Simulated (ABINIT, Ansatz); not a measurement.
Planning a run of ABINIT 10.8.3 on PbS (Galena). The input:

```
acell 3*1.0 Angstrom
rprim 
  0.000000000000 2.965750000000 2.965750000000
  2.965750000000 -0.000000000000 2.965750000000
  2.965750000000 2.965750000000 0.000000000000
ntypat 2
znucl 82 16
natom 2
typat 1 2
xred 
  0.000000000000 0.000000000000 0.000000000000
  0.500000000000 0.500000000000 0.500000000000
pp_dirpath "pseudos"
pseudos "Pb.upf, S.upf"
ecut 32
ngkpt 8 8 8
nshiftk 1
shiftk 0.11 0.21 0.31
kptopt 3
chksymbreak 0
iscf -2
irdden 1
istwfk *1
nband 28
nbdbuf 4
tolwfr 1e-09
nstep 60
prtvol 0
indata_prefix "in"
outdata_prefix "out"
tmpdata_prefix "tmp"
```

The database entry behind the starting cell differs from later determinations by our own check (about 0.1 % short), so it need not match the best structure at ambient conditions.

```sh
OMP_NUM_THREADS=1 mpirun -n 8 abinit run.abi > log
```

Estimate wall time and host memory on 8 MPI ranks of Arm Neoverse N1, shared host.

It took 3.7 min; on shared hardware allow 1.9 min to 7.4 min. Peak host memory was 1.2 GiB.

[Paths, hosts, dates, memory and timing lines, banners, echoed tables and standing remarks are left out of the program output.]

[Logs are printed without paths, hosts, clocks, repeated set-up lines and the standing remarks that a program may print on its own settings, such as how far it seeks lower states.]

[Runs of the session that timed out or met a known fault of the program may be left out.]

[Hosts, paths, dates, database ids (printed as entryN), source tags and the programs' standing remarks are cut or masked in the printed files.]

[G0W0 gaps are taken among the corrected bands and points alone; a level outside them can change the order at an edge.]

[Where Ansatz stands beside ABINIT at settings called matched, ABINIT's density can come from a denser mesh and the files from another edition; pairs whose starting gaps differed by over 0.03 eV were left out, so agreement reads better than it is.]
